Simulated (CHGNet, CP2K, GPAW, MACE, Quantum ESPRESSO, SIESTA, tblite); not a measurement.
## Glassy 86SiO2-5SrO-5ZnO-5MgO (mol %) (63 atoms): runs against a plane-wave reference

Density of this cell: 2.52 g/cm³. The cell holds 63 atoms: 19 Si, 1 Sr, 1 Zn, 1 Mg and 41 O. Its edges and angles: a = 9.658 Å, b = 9.658 Å, c = 9.658 Å, α = 90.0°, β = 90.0°, γ = 90.0°. 63 atoms (19 Si, 1 Sr, 1 Zn, 1 Mg, 41 O) placed at random at 2.44 g/cm³, melted at 4000 K for 10 ps at fixed volume with the Morse and Coulomb pair potential with partial charges (Pedone, Malavasi, Menziani, Cormack and Segre, J. Phys. Chem. B 110, 11780 (2006)). Quenched from 4000 K to 300 K at 50 K/ps and fixed volume, held 10 ps at zero pressure. Then every atom was moved at random, 0.05 Å r.m.s. a Cartesian component.

Geometry: as built.

The reference, a calculation:

- method: Kohn-Sham DFT, PBE, SSSP efficiency 1.3.0 pseudopotentials, plane waves (Quantum ESPRESSO 7.5); sssp-pbe-1.3.0-efficiency, cutoffs 60/480 Ry, Γ point
- r.m.s. force component: 2.683 eV/Å
- longest force: 12.65 eV/Å
- pressure: 5.8 GPa
- gap (highest filled to lowest empty level): 2.472 eV
- time: 2.1 min on 4 MPI ranks of Arm Neoverse V1, shared host
- CPU time: 8.3 min

Runs, in no order:
A. tblite GFN1-xTB: GFN1-xTB tight binding, diagonalisation
B. CP2K PBE, DZVP-MOLOPT-SR, 420/50 Ry, diagonalisation: Kohn-Sham DFT, PBE, GTH-PBE pseudopotentials, Gaussian and plane waves, DZVP-MOLOPT-SR-GTH, diagonalisation
C. CHGNet 0.3.0 potential: machine-learned interatomic potential CHGNet 0.3.0, trained on PBE(+U) plane-wave data
D. MACE MP-0b3 medium potential: machine-learned interatomic potential MACE MP-0b3 medium, trained on PBE(+U) plane-wave data
E. CP2K PBE, DZVP-MOLOPT-SR, 1200/50 Ry, TRS4 filter 1e-03, SCF 1e-04: Kohn-Sham DFT, PBE, GTH-PBE pseudopotentials, Gaussian and plane waves, DZVP-MOLOPT-SR-GTH, linear-scaling purification of the density matrix

Q: Order them from the smallest to the largest r.m.s. force difference.

D, C, E, B, A.

```
                                                                  run  Δ force, r.m.s. (meV/Å)  share of r.m.s. force (%)  CPU time
                                      D. MACE MP-0b3 medium potential                      111                       4.13       8 s
                                            C. CHGNet 0.3.0 potential                      183                       6.82     4.3 s
E. CP2K PBE, DZVP-MOLOPT-SR, 1200/50 Ry, TRS4 filter 1e-03, SCF 1e-04                      330                       12.3   3.3 min
              B. CP2K PBE, DZVP-MOLOPT-SR, 420/50 Ry, diagonalisation                      463                       17.3   2.1 min
                                                   A. tblite GFN1-xTB                      656                       24.4       4 s
```

Periodic xTB results under one method name differ between programs and library versions. Forces of 2.7 eV/Å r.m.s. are well above thermal ones: they come largely from the bond lengths of the classical model and from the random displacements, and they dominate the comparison. Machine-learned potentials mimic data converged in k, so the reference's own k-point error enters their differences. The network of bonds at the start is that of the classical potential that made the cell, and needn't be the one that DFT or experiment would give. The electronic-structure runs sample only Γ, in a cell whose shortest periodic width is 10 Å.

[Logs are printed without paths, hosts, clocks, repeated set-up lines and the standing remarks that a program may print on its own settings, such as how far it seeks lower states.]

[Hosts, paths, dates, database ids (printed as entryN), source tags and the programs' standing remarks are cut or masked in the printed files.]
